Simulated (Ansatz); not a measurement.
# Phonons of Ca3PbO (Pm-3m) against volume

Aim: how the phonons of Ca3PbO (Pm-3m) shift with volume, and the thermal expansion that follows.

Program: Ansatz 0.2.0. Level of theory: DFT PBEsol, scalar-relativistic, plane waves, PAW; PAW set soft_1. Values are calculated unless marked as measured.

## 1. The starting structure

The structure is cubic, space group Pm-3m (No. 221). Conventional cell: a = 4.799 Å, b = 4.799 Å, c = 4.799 Å, α = 90.00°, β = 90.00°, γ = 90.00°. Ca has 2 O at 2.40 Å nearest. Nearest to Pb lie 12 Ca at 3.39 Å. Nearest to O lie 6 Ca at 2.40 Å. Farther neighbours, and contacts between anions beyond the nearest, are not listed.

## 2. Phonons on a q mesh

Stability and thermal properties need the whole zone. Linear response on a 2×2×2 q mesh gives force constants as far as a supercell of that size would.

Input file input.yaml:

```yaml
crystal:
  lattice:
    - [4.7991304546, 0.0, 0.0]
    - [0.0, 4.7991304546, 0.0]
    - [0.0, 0.0, 4.7991304546]
  atoms:
    - { symbol: Ca, position: [0.0, 0.5, 0.5] }
    - { symbol: Ca, position: [0.5, 0.0, 0.5] }
    - { symbol: Ca, position: [0.5, 0.5, 0.0] }
    - { symbol: Pb, position: [0.0, 0.0, 0.0] }
    - { symbol: O, position: [0.5, 0.5, 0.5] }
kpoints:
  mp_grid: { grid: [8, 8, 8] }
hamiltonian:
  xc: pbesol
  pseudopotentials: { kind: paw, azcp: { folder: soft_1 }, xc_functional: pbe }
scf:
  occupations: { method: methfessel_paxton, width: 0.2 }
output:
  eigenvalues: true
phonons:
  method: dfpt
  qmesh: [2, 2, 2]
  temperatures: { t_max: 1000, t_step: 50 }
  qpath:
    path:
      - [[0.0, 0.0, 0.0], [0.0, 0.5, 0.0], [0.5, 0.5, 0.0], [0.0, 0.0, 0.0], [0.5, 0.5, 0.5], [0.0, 0.5, 0.0]]
      - [[0.5, 0.5, 0.5], [0.5, 0.5, 0.0]]
    npoints: 10
```

Run with:

```
$ ansatz run input.yaml --threads 4 --pin off --max-ram 10240MiB --backend cpu --events-out ev --progress --plain --runs-dir out
```

Output:

```text
Engine: ansatz 0.2.0, aarch64-unknown-linux-gnu
Pseudopotentials: kind: paw
Pseudopotential: Ca, paw, valence charge 10, recommended cutoff 420 eV (normal), soft_1/Ca.paw.azcp
Pseudopotential: Pb, paw, valence charge 14, recommended cutoff 420 eV (normal), soft_1/Pb.paw.azcp
Pseudopotential: O, paw, valence charge 6, recommended cutoff 420 eV (normal), soft_1/O.paw.azcp
Functional definition: PBEsol
  exchange = pbesol_x
  correlation = pbesol_c
Crystal: 5 atoms, lattice volume = 110.532 Å³
Basis set: ecut = 420 eV, 2109 PW (Γ), exchange–correlation on 72×72×72 points (8 copies of the dense FFT grid, shifted against one another)
Bands: 30, of which v1, the nominal top of the filled ones, is band 25 counted from 1 (24 counted from 0)
Symmetry: 48 space group operations
k-points: 35 of 512
Non-local potential: Ca, projectors of the file, l = 0: 3, l = 1: 2, l = 2: 2
Non-local potential: Pb, projectors of the file, l = 0: 2, l = 1: 2, l = 2: 2, l = 3: 1
Non-local potential: O, projectors of the file, l = 0: 2, l = 1: 2, l = 2: 1
PAW form: soft (Blöchl's): semilocal exchange-correlation on the pseudo side does not see the compensation charge
PAW frozen core: Ca, regenerated for the run's functional, and the local potential with it (the file was generated under x = pbe(κ = 0.804, μ = 0.219515), c = pbe(β = 0.066725))
PAW frozen core: Pb, regenerated for the run's functional, and the local potential with it (the file was generated under x = pbe(κ = 0.804, μ = 0.219515), c = pbe(β = 0.066725))
PAW frozen core: O, regenerated for the run's functional, and the local potential with it (the file was generated under x = pbe(κ = 0.804, μ = 0.219515), c = pbe(β = 0.066725))
PAW one-centre angular grid: Ca, 110 points (default); XC on 64 Gauss nodes
PAW one-centre angular grid: Pb, 590 points (default); XC on 64 Gauss nodes
PAW one-centre angular grid: O, 110 points (default); XC on 64 Gauss nodes
Initial density: superposition of atomic densities (chi_scale 0.1, normalization cell, long waves kept (reshape's long-wave potential 0.00 eV rms))
Initial wavefunctions: pseudopotential atomic-orbital guess
Functional: x = pbesol(κ = 0.804, μ = 0.123457), c = pbesol(β = 0.046)
SCF iter   1: F=—  HF=-17708.272446 eV  |F-HF|=—  |Δ(HF+E_count)|=         —  Δρ=1.10e-1  dr2=1.55e1  ethr=3.10e-3  ⟨swp⟩=9.6  Hψ=11856  notcnv=0
automatic band count: the SCF goes on with 35 bands, as 30 were too few: they end inside the smearing window of the response
preconditioner: auto → Resta (q_TF=auto, 2.390 Å⁻¹)  ε∞=4.2  [insulator: Δε(μ)=0.170 eV  Ē_g=10.094 eV  σ=0.200 eV  W_gap=0.55  n_scr=26 (ndim 8)  ℏωp=18.0 eV  f_vac=0.000  D(μ)=0.42/eV (n_scr^D=0)  ε∞_Penn≈4.2]
SCF iter   2: F=—  HF=-17704.835392 eV  |F-HF|=—  |Δ(HF+E_count)|=    3.44e0  S|Δr|=    0.00e0  Δρ=2.08e-2  dr2=5.80e-1  ethr=3.10e-3  ⟨swp⟩=3.4  Hψ=2886  notcnv=0  defer=126
SCF iter   3: F=—  HF=-17704.794584 eV  |F-HF|=—  |Δ(HF+E_count)|=   4.08e-2  S|Δr|=    0.00e0  Δρ=1.00e-2  dr2=8.59e-2  ethr=1.16e-3  ⟨swp⟩=2.1  Hψ=1983  notcnv=0  defer=132
SCF iter   4: F=—  HF=-17704.815579 eV  |F-HF|=—  |Δ(HF+E_count)|=   2.10e-2  S|Δr|=    0.00e0  Δρ=1.99e-3  dr2=5.34e-3  ethr=1.72e-4  ⟨swp⟩=2.1  Hψ=1427  notcnv=0  defer=132
SCF iter   5: F=—  HF=-17704.814962 eV  |F-HF|=—  |Δ(HF+E_count)|=   6.16e-4  S|Δr|=    0.00e0  Δρ=5.59e-4  dr2=4.94e-4  ethr=1.07e-5  ⟨swp⟩=2.5  Hψ=1932  notcnv=0  defer=132
SCF iter   6: F=—  HF=-17704.815010 eV  |F-HF|=—  |Δ(HF+E_count)|=   4.75e-5  S|Δr|=    0.00e0  Δρ=1.02e-4  dr2=1.60e-5  ethr=9.88e-7  ⟨swp⟩=2.5  Hψ=1596  notcnv=0  defer=132
SCF iter   7: F=—  HF=-17704.815010 eV  |F-HF|=—  |Δ(HF+E_count)|=   4.11e-7  S|Δr|=    0.00e0  Δρ=2.24e-5  dr2=8.08e-7  ethr=3.21e-8  ⟨swp⟩=2.3  Hψ=1671  notcnv=0  defer=132
SCF iter   8: F=—  HF=-17704.815009 eV  |F-HF|=—  |Δ(HF+E_count)|=   5.89e-7  S|Δr|=    0.00e0  Δρ=4.16e-6  dr2=2.12e-8  ethr=1.62e-9  ⟨swp⟩=2.1  Hψ=1536  notcnv=0  defer=132
SCF iter   9: F=—  HF=-17704.815009 eV  |F-HF|=—  |Δ(HF+E_count)|=   1.60e-9  S|Δr|=    0.00e0  Δρ=5.31e-7  dr2=2.76e-10  ethr=4.24e-11  ⟨swp⟩=2.0  Hψ=1553  notcnv=0  defer=132
SCF iter  10: F=—  HF=-17704.815009 eV  |F-HF|=—  |Δ(HF+E_count)|=  9.46e-11  S|Δr|=    0.00e0  Δρ=1.44e-7  dr2=1.41e-11  ethr=1.00e-12  ⟨swp⟩=2.3  Hψ=1886  notcnv=0  defer=132
SCF iter  11: F=-17704.815009 eV  HF=-17704.815009 eV  |F-HF|=3.64e-12  |Δ(HF+E_count)|=    0.00e0  S|Δr|=    0.00e0  Δρ=4.70e-8  dr2=1.55e-12  ethr=1.00e-12  ⟨swp⟩=13.1  Hψ=6941  notcnv=0
SCF 1 converged in 11 iterations: F = -17704.815009 eV  dr2 = 1.55e-12
  greatest PAW one-centre occupation: 0.995 electrons in one spin orbital (limit 2), on the Ca atom at site 2 (counted from 0), in its partial waves of l = 0
Initial density: read from a saved state, or passed on in memory by an earlier SCF of this step, an earlier step, the calling program or the single point that the run made first
iter 1 solved again at ethr=4.20e-7 eV; its pass at ethr=3.10e-3 eV (dr2=2.10e-4 eV) is discarded
SCF iter   1: F=—  HF=-17704.815009 eV  |F-HF|=—  |Δ(HF+E_count)|=         —  Δρ=7.16e-7  dr2=5.58e-10  ethr=4.20e-7  ⟨swp⟩=3.3  Hψ=7744  notcnv=0
eigensolver tolerance schedule: the retry pair's looser diagonalisation over-reported the residual by 375912.27 of it (diagonalisation noise at an unbounded share of the residual, at the tolerance the schedule requests for it); recorded, not acted on — ethr = c·dr2/N_el stays at c = 1.0e-1
preconditioner: auto → Kerker (q_TF=auto, 2.390 Å⁻¹)  [metal: Δε(μ)=0.115 eV  Ē_g=16.653 eV  σ=0.200 eV  W_gap=0.46  n_scr=26 (ndim 8)  ℏωp=23.4 eV  f_vac=0.000  D(μ)=0.13/eV (n_scr^D=0)]
SCF iter   2: F=—  HF=-17704.815009 eV  |F-HF|=—  |Δ(HF+E_count)|=   1.06e-8  S|Δr|=    0.00e0  Δρ=3.96e-7  dr2=1.16e-10  ethr=1.12e-12  ⟨swp⟩=4.0  Hψ=3163  notcnv=0
SCF iter   3: F=—  HF=-17704.815009 eV  |F-HF|=—  |Δ(HF+E_count)|=  2.91e-11  S|Δr|=    0.00e0  Δρ=2.06e-7  dr2=2.93e-11  ethr=1.00e-12  ⟨swp⟩=1.0  Hψ=1050  notcnv=0
SCF iter   4: F=—  HF=-17704.815009 eV  |F-HF|=—  |Δ(HF+E_count)|=  3.64e-12  S|Δr|=    0.00e0  Δρ=1.37e-7  dr2=1.60e-11  ethr=1.00e-12  ⟨swp⟩=2.5  Hψ=2417  notcnv=0
SCF iter   5: F=-17704.815009 eV  HF=-17704.815009 eV  |F-HF|=3.64e-12  |Δ(HF+E_count)|=    0.00e0  S|Δr|=    0.00e0  Δρ=8.12e-8  dr2=7.12e-12  ethr=1.00e-12  ⟨swp⟩=2.0  Hψ=2057  notcnv=0
SCF 2 converged in 5 iterations: F = -17704.815009 eV  dr2 = 7.12e-12
  greatest PAW one-centre occupation: 0.995 electrons in one spin orbital (limit 2), on the Ca atom at site 0 (counted from 0), in its partial waves of l = 0
phonons: the bands overlap, so this run is a metal and interpolates without the dipole-dipole term. If the crystal is really an insulator or semiconductor, its LO-TO splitting is missing
NSCF: frozen V_eff on 35 k-points
NSCF: frozen V_eff on 125 k-points
DFPT response loops at q = (0, 0, 0) (fractional): preconditioner auto → Kerker (q_TF=auto, 2.390 Å⁻¹) (partly filled bands, converged f_vac=0.000); β = 1.00, the filter's whole step (`scf.mixing.beta` (0.50) is not read by the response loops under this deck's `scf.mixing.preconditioner`; to damp them name `kerker` or `kerker_dos`, under which they read `scf.mixing.beta`, and type it under 1.00, their step now; both keys bind the ground state too); Broyden in place of MSR1
NSCF: frozen V_eff on 250 k-points
DFPT response loops at q = (0, 0, -0.5) (fractional): mixed as the last ones told, above
NSCF: frozen V_eff on 250 k-points
DFPT response loops at q = (0, -0.5, -0.5) (fractional): mixed as the last ones told, above
NSCF: frozen V_eff on 250 k-points
DFPT response loops at q = (-0.5, -0.5, -0.5) (fractional): mixed as the last ones told, above
SCF converged after 11 iterations
Stability not checked: this state was not tested for a lower state beside it, because cold or Methfessel-Paxton smearing, or corrected tetrahedra, fill the levels in a way that the test cannot read (fill_not_monotonic; see scf.lower_state_search)
Free energy (F): -17704.815009 eV
Harris-Foulkes:  -17704.815009 eV  (|F-HF|=3.64e-12)
Internal energy: -17704.815647 eV  (E = F + TS)
E sigma→0 (E₀):  -17704.815168 eV
Entropy (-TS):   0.000638 eV (0.128 meV/atom)
Fermi energy:    10.036681 eV
--- Per-component energies (eV) ---
  E_band       = -401.813546
  E_kinetic    = 1231.364910
  E_local      = -3380.864515  (includes V_loc(G=0)·N_el)
  E_nonlocal   = 633.720548
  E_hartree    = 1179.496004
  E_xc         = -656.153013
  E_vxc        = -705.417839  (∫ρ·V_xc dr)
  E_paw        = -12935.941730  (= ΣΔE_a)
  E_vpaw       = -539.609340  (= ΣTr[D̂ρ^β])
  E_aug_tail   = 0.000747  (compensation charges beyond the density's cutoff)
  E_ewald      = -3776.892439
  E_core_change = 0.453842  (= ΣΔE_core)
  E_smearing   = 0.000638  (= −TS)
  E_closure    = -0.000000  (closes the sum)
  Σ components = -17704.815009   (vs F -17704.815009, Δ=0.00e0)
--- Band table (eV; the first three rows and the last of 35) ---
  k-point 0: bands = [... 21 lower, 5.7959, 9.9957, 9.9957, 10.1472, 10.1472, 10.1472, 10.7205, 10.7205, ... 6 higher]
  k-point 1: bands = [... 21 lower, 5.7798, 8.9261, 9.8262, 9.8262, 10.1108, 10.5935, 10.7646, 11.1455, ... 6 higher]
  k-point 2: bands = [... 21 lower, 5.7418, 7.7877, 9.4476, 9.4476, 10.4332, 10.8837, 11.0072, 11.8271, ... 6 higher]
  k-point 34: bands = [... 21 lower, 4.5702, 8.3617, 8.3617, 8.3617, 11.0549, 11.0549, 11.0549, 12.5903, ... 6 higher]
--- Phonons (Γ-DFPT): 4 representative perturbations + reference (Σ response iterations 12) ---
  ASR residual: 1.548e-4 → 0.000e0 eV/Å²; symmetrization residual: 7.854e-6 eV/Å²
  ASR residual per site (eV/Å²): 1.39e-4 1.39e-4 1.39e-4 3.63e-5 1.55e-4
  Γ frequencies (cm⁻¹): 0.00 0.00 0.00 102.62 102.62 102.62 151.74 151.74 151.74 243.58 243.58 243.58 283.17 283.17 283.17
--- Phonons (arbitrary-q DFPT): 4 irreducible q on the 2×2×2 mesh ---
  q = [0.0000, 0.0000, 0.0000] (star 1, of the zone-centre solve; hermiticity 2.54e-6, symmetrization 1.13e-12): -0.00 -0.00 0.00 102.62 102.62 102.62 151.74 151.74 151.74 243.58 243.58 243.58 283.17 283.17 283.17
  q = [0.0000, 0.0000, -0.5000] (star 3, 9 solved perturbations in 975 linear systems a pass and spin channel, the states on 125 of 512 k-point pairs; hermiticity 1.77e-6, symmetrization 6.27e-12): 66.11 66.11 80.98 113.54 113.54 149.77 167.50 167.50 179.23 227.42 227.42 231.18 284.94 284.94 381.32
  q = [0.0000, -0.5000, -0.5000] (star 3, 9 solved perturbations in 975 linear systems a pass and spin channel, the states on 125 of 512 k-point pairs; hermiticity 2.21e-6, symmetrization 6.14e-13): 70.14 72.43 72.43 78.37 157.51 159.06 159.06 160.49 160.49 194.66 241.98 276.76 294.09 327.84 327.84
  q = [-0.5000, -0.5000, -0.5000] (star 1, 4 solved perturbations in 350 linear systems a pass and spin channel, the states on 125 of 512 k-point pairs; hermiticity 1.58e-6, symmetrization 5.33e-12): 73.12 73.12 73.12 74.46 74.46 74.46 158.19 158.19 220.33 220.33 220.33 326.11 335.47 335.47 335.47
  sum rule: each row above includes the acoustic sum rule's correction from the zone centre's row sums; it moved no ω² by more than (1.62 cm⁻¹)²
  mesh force constants: q→R imaginary residual 5.47e-18; ASR residual 1.548e-4 → 0.000e0 eV/Å²; symmetrization residual 7.994e-15 eV/Å²
  interpolated dispersion: 62 rows × 15 modes
  density of states and harmonic sums: on the 14×14×14 q-mesh, interpolated from the force constants of a 2×2×2 supercell (no non-analytic term)
  largest difference from the sums on the solved wave vectors: F 8.93e-2 eV, S 1.22e-4 and C_V 3.22e-5 eV/K
  zero-point energy: 0.168299 eV/cell   skipped modes (ω ≤ 0): 3   left out of the sums: 7.29e-5 of the cell's modes: C_V's classical limit lies that fraction below 3 k_B per atom; for a crystal, a wire or a layer, F and S can be off by more, and a phonons.interpolated_qmesh denser along its periods is the remedy for the sampling
```

Wall time 4.4 min (4 threads of Arm Neoverse V1, shared host); peak memory 1.4 GiB.

Reading the cycles: dr2 is the Hartree energy of the density residual (eV), the measure of convergence; HF is the Harris–Foulkes estimate of the energy, which meets the free energy F at convergence.

Read from the output:

* volume per atom: 22.11 Å³
* gap on the k-mesh: 0 eV
* sum-rule residual before enforcement: 1.55e-4 eV/Å²
* lowest frequency on the path: 0 cm⁻¹
* point group: m-3m
* highest frequency on path, mesh or solved points: 381.3 cm⁻¹
* mean frequency: 181 cm⁻¹
* Debye temperature (second moment): 376 K
* logarithmic mean frequency: 156.4 cm⁻¹
* highest optical mode at the zone centre (no LO-TO term): 283.2 cm⁻¹
* lowest optical zone-centre mode: 102.6 cm⁻¹
* lowest mode on the q mesh (acoustic modes at Γ apart): 66.11 cm⁻¹
* zero-point energy per atom: 33.66 meV
* heat capacity at 300 K: 23.14 J/(mol atoms K)
* vibrational entropy at 300 K: 33.05 J/(mol atoms K)

Frequencies (cm⁻¹) solved at each irreducible wavevector; negative means imaginary. Frequencies by wavevector, by row:

```csv
q in reciprocal lattice units,star,mode 1,mode 2,mode 3,mode 4,mode 13,mode 14,mode 15
0 0 0,1,0,0,0,102.6,283.2,283.2,283.2
0 0 -0.5,3,66.1,66.1,81,113.5,284.9,284.9,381.3
0 -0.5 -0.5,3,70.1,72.4,72.4,78.4,294.1,327.8,327.8
-0.5 -0.5 -0.5,1,73.1,73.1,73.1,74.5,335.5,335.5,335.5
```

Symmetry leaves 4 wavevectors to solve. The lowest mode among them, the acoustic zeros apart, lies at q = (0, 0, -0.5) and is real, 66.1 cm⁻¹.

## 3. Relaxing at another volume, volume ratio 0.97

The volume is scaled by 0.97 and held; symmetry leaves nothing to relax, so this is a single point. The modes can then be followed against volume.

input.yaml, the sections that differ from step 2:

```yaml
crystal:
  lattice:
    - [4.7506510749, 0.0, 0.0]
    - [0.0, 4.7506510749, 0.0]
    - [0.0, 0.0, 4.7506510749]
  atoms:
    - { symbol: Ca, position: [0.0, 0.5, 0.5] }
    - { symbol: Ca, position: [0.5, 0.0, 0.5] }
    - { symbol: Ca, position: [0.5, 0.5, 0.0] }
    - { symbol: Pb, position: [0.0, 0.0, 0.0] }
    - { symbol: O, position: [0.5, 0.5, 0.5] }
output:
  forces: true
  stress: true
  eigenvalues: true
# kpoints, hamiltonian, scf: as in step 2
# phonons: removed
```

Output:

```text
[...]
Crystal: 5 atoms, lattice volume = 107.216 Å³
Basis set: ecut = 420 eV, 2103 PW (Γ), exchange–correlation on 64×64×64 points (8 copies of the dense FFT grid, shifted against one another)
Bands: 30, of which v1, the nominal top of the filled ones, is band 25 counted from 1 (24 counted from 0)
Symmetry: 48 space group operations
[...]
k-points: 35 of 512
[...]
k-point 0: bands = [... 21 lower, 6.1196, 10.3450, 10.3450, 10.5433, 10.5433, 10.5433, 11.0608, 11.0608, ... 1 higher]
  k-point 1: bands = [... 21 lower, 6.1023, 9.2918, 10.1941, 10.1941, 10.4635, 11.0035, 11.1055, 11.5157, ... 1 higher]
  k-point 2: bands = [... 21 lower, 6.0612, 8.1314, 9.7992, 9.7992, 10.7949, 11.2260, 11.4359, 12.2199, ... 1 higher]
  k-point 34: bands = [... 21 lower, 4.8207, 8.7232, 8.7232, 8.7232, 11.4610, 11.4610, 11.4610, 12.9905, ... 1 higher]
[key lines of the parts left out:]
SCF converged after 10 iterations
Free energy (F): -17704.796353 eV
Fermi energy:    10.397278 eV
P = ⅓ Tr σ = 1.8516 GPa (18.516 kbar)
```

Wall time 2.1 s (4 threads); peak memory 0.43 GiB; 7.7 s of CPU time.

Read from the output:

```
pressure        : 1.852 GPa
volume per atom : 21.44 Å³
```

The run ends at a pressure of 1.85 GPa.

## 4. Phonons at the other volume, volume ratio 0.97

The phonons are repeated at this volume on the same meshes, so that differences come from the volume alone.

input.yaml, as its differences from that of step 3:

```diff
@@ -19,4 +19,11 @@
 output:
-  forces: true
-  stress: true
   eigenvalues: true
+phonons:
+  method: dfpt
+  qmesh: [2, 2, 2]
+  temperatures: { t_max: 1000, t_step: 50 }
+  qpath:
+    path:
+      - [[0.0, 0.0, 0.0], [0.0, 0.5, 0.0], [0.5, 0.5, 0.0], [0.0, 0.0, 0.0], [0.5, 0.5, 0.5], [0.0, 0.5, 0.0]]
+      - [[0.5, 0.5, 0.5], [0.5, 0.5, 0.0]]
+    npoints: 10
```

Output:

```text
[...]
Crystal: 5 atoms, lattice volume = 107.216 Å³
Basis set: ecut = 420 eV, 2103 PW (Γ), exchange–correlation on 64×64×64 points (8 copies of the dense FFT grid, shifted against one another)
Bands: 30, of which v1, the nominal top of the filled ones, is band 25 counted from 1 (24 counted from 0)
Symmetry: 48 space group operations
k-points: 35 of 512
[...]
SCF iter   1: F=—  HF=-17708.154707 eV  |F-HF|=—  |Δ(HF+E_count)|=         —  Δρ=1.09e-1  dr2=1.47e1  ethr=3.10e-3  ⟨swp⟩=9.4  Hψ=11770  notcnv=0
[...]
SCF iter  11: F=-17704.796353 eV  HF=-17704.796353 eV  |F-HF|=3.64e-12  |Δ(HF+E_count)|=    0.00e0  S|Δr|=    0.00e0  Δρ=3.06e-8  dr2=5.61e-13  ethr=1.00e-12  ⟨swp⟩=12.7  Hψ=7008  notcnv=0
SCF 1 converged in 11 iterations: F = -17704.796353 eV  dr2 = 5.61e-13
[...]
SCF iter   5: F=-17704.796353 eV  HF=-17704.796353 eV  |F-HF|=7.28e-12  |Δ(HF+E_count)|=    0.00e0  S|Δr|=    0.00e0  Δρ=7.82e-8  dr2=5.40e-12  ethr=1.00e-12  ⟨swp⟩=2.0  Hψ=2023  notcnv=0
SCF 2 converged in 5 iterations: F = -17704.796353 eV  dr2 = 5.40e-12
[...]
NSCF: frozen V_eff on 35 k-points
[...]
SCF converged after 11 iterations
[...]
Free energy (F): -17704.796353 eV
[...]
Internal energy: -17704.797023 eV  (E = F + TS)
E sigma→0 (E₀):  -17704.796520 eV
Entropy (-TS):   0.000670 eV (0.134 meV/atom)
Fermi energy:    10.397280 eV
[...]
--- Band table (eV; the first three rows and the last of 35) ---
  k-point 0: bands = [... 21 lower, 6.1197, 10.3451, 10.3451, 10.5433, 10.5433, 10.5433, 11.0608, 11.0608, ... 6 higher]
  k-point 1: bands = [... 21 lower, 6.1023, 9.2918, 10.1941, 10.1941, 10.4635, 11.0035, 11.1055, 11.5157, ... 6 higher]
  k-point 2: bands = [... 21 lower, 6.0612, 8.1314, 9.7992, 9.7992, 10.7949, 11.2260, 11.4359, 12.2199, ... 6 higher]
  k-point 34: bands = [... 21 lower, 4.8208, 8.7232, 8.7232, 8.7232, 11.4610, 11.4610, 11.4610, 12.9905, ... 6 higher]
[...]
ASR residual: 4.549e-4 → 0.000e0 eV/Å²; symmetrization residual: 8.628e-6 eV/Å²
  ASR residual per site (eV/Å²): 4.55e-4 4.55e-4 4.55e-4 4.39e-5 4.18e-4
[...]
--- Phonons (arbitrary-q DFPT): 4 irreducible q on the 2×2×2 mesh ---
[...]
interpolated dispersion: 62 rows × 15 modes
[...]
```

Run time: 3.7 min. Hardware: 4 threads; peak memory 1.4 GiB; 15 min of CPU time.

This step gave:

```
sum-rule residual before enforcement                    : 4.55e-4 eV/Å²
highest frequency on path, mesh or solved points        : 395.1 cm⁻¹
mean frequency                                          : 190 cm⁻¹
Debye temperature (second moment)                       : 395 K
logarithmic mean frequency                              : 164 cm⁻¹
highest optical mode at the zone centre (no LO-TO term) : 302.4 cm⁻¹
lowest optical zone-centre mode                         : 108.7 cm⁻¹
lowest mode on the q mesh (acoustic modes at Γ apart)   : 68.9 cm⁻¹
zero-point energy per atom                              : 35.33 meV
heat capacity at 300 K                                  : 22.96 J/(mol atoms K)
vibrational entropy at 300 K                            : 31.97 J/(mol atoms K)
```

Frequencies (cm⁻¹) solved at each irreducible wavevector; negative means imaginary. Frequencies by wavevector, by row:

```csv
q in reciprocal lattice units,star,mode 1,mode 2,mode 3,mode 4,mode 13,mode 14,mode 15
0 0 0,1,0,0,0,108.7,302.4,302.4,302.4
0 0 -0.5,3,68.9,68.9,84.7,118.5,305.9,305.9,395.1
0 -0.5 -0.5,3,74,75.5,75.5,83.3,306.6,346.2,346.2
-0.5 -0.5 -0.5,1,77.1,77.1,77.1,77.3,353.6,353.6,353.6
```

The highest optical mode at the zone centre (no LO-TO term) is 302.4 cm⁻¹, +19.3 cm⁻¹ against the base run.

(Continued in part 2 of 2.)

[Long decimals in the printed logs are rounded to 6 places.]

[Logs are printed without paths, hosts, clocks, repeated set-up lines and the standing remarks that a program may print on its own settings, such as how far it seeks lower states.]

[Hosts, paths, dates, database ids (printed as entryN), source tags and the programs' standing remarks are cut or masked in the printed files.]

[Where the starting crystal was built by hand or by swapping elements, it need not be the compound's stable phase.]
